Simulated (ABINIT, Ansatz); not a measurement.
Planning a run of ABINIT 10.8.3 on Al3GaN4 (P-43m). The input:

```
acell 3*1.0 Angstrom
rprim 
  4.401438530000 0.000000000000 0.000000000000
  0.000000000000 4.401438530000 0.000000000000
  0.000000000000 0.000000000000 4.401438530000
ntypat 3
znucl 13 31 7
natom 8
typat 1 1 1 2 3 3 3 3
xred 
  0.500000000000 0.500000000000 0.000000000000
  0.500000000000 0.000000000000 0.500000000000
  0.000000000000 0.500000000000 0.500000000000
  0.000000000000 0.000000000000 0.000000000000
  0.744163430000 0.744163430000 0.255836570000
  0.744163430000 0.255836570000 0.744163430000
  0.255836570000 0.744163430000 0.744163430000
  0.255836570000 0.255836570000 0.255836570000
pp_dirpath "pseudos"
pseudos "Al.upf, Ga.upf, N.upf"
ecut 45
ngkpt 2 2 2
nshiftk 1
shiftk 0 0 0
kptopt 1
chksymbreak 0
iscf -2
irdden 1
istwfk *1
nband 179
nbdbuf 16
tolwfr 1e-09
nstep 60
prtvol 0
indata_prefix "in"
outdata_prefix "out"
tmpdata_prefix "tmp"
```

```sh
OMP_NUM_THREADS=1 mpirun -n 4 abinit run.abi > log
```

Q: How long will it take on 4 MPI ranks of Arm Neoverse V2, shared host, and how much memory?

It took 54 s; on shared hardware allow 27 s to 1.8 min. Peak host memory was 0.46 GiB.

[Paths, hosts, dates, memory and timing lines, banners, echoed tables and standing remarks are left out of the program output.]

[Logs are printed without paths, hosts, clocks, repeated set-up lines and the standing remarks that a program may print on its own settings, such as how far it seeks lower states.]

[Runs of the session that timed out or met a known fault of the program may be left out.]

[Hosts, paths, dates, database ids (printed as entryN), source tags and the programs' standing remarks are cut or masked in the printed files.]

[G0W0 gaps are taken among the corrected bands and points alone; a level outside them can change the order at an edge.]

[Where Ansatz stands beside ABINIT at settings called matched, ABINIT's density can come from a denser mesh and the files from another edition; pairs whose starting gaps differed by over 0.03 eV were left out, so agreement reads better than it is.]
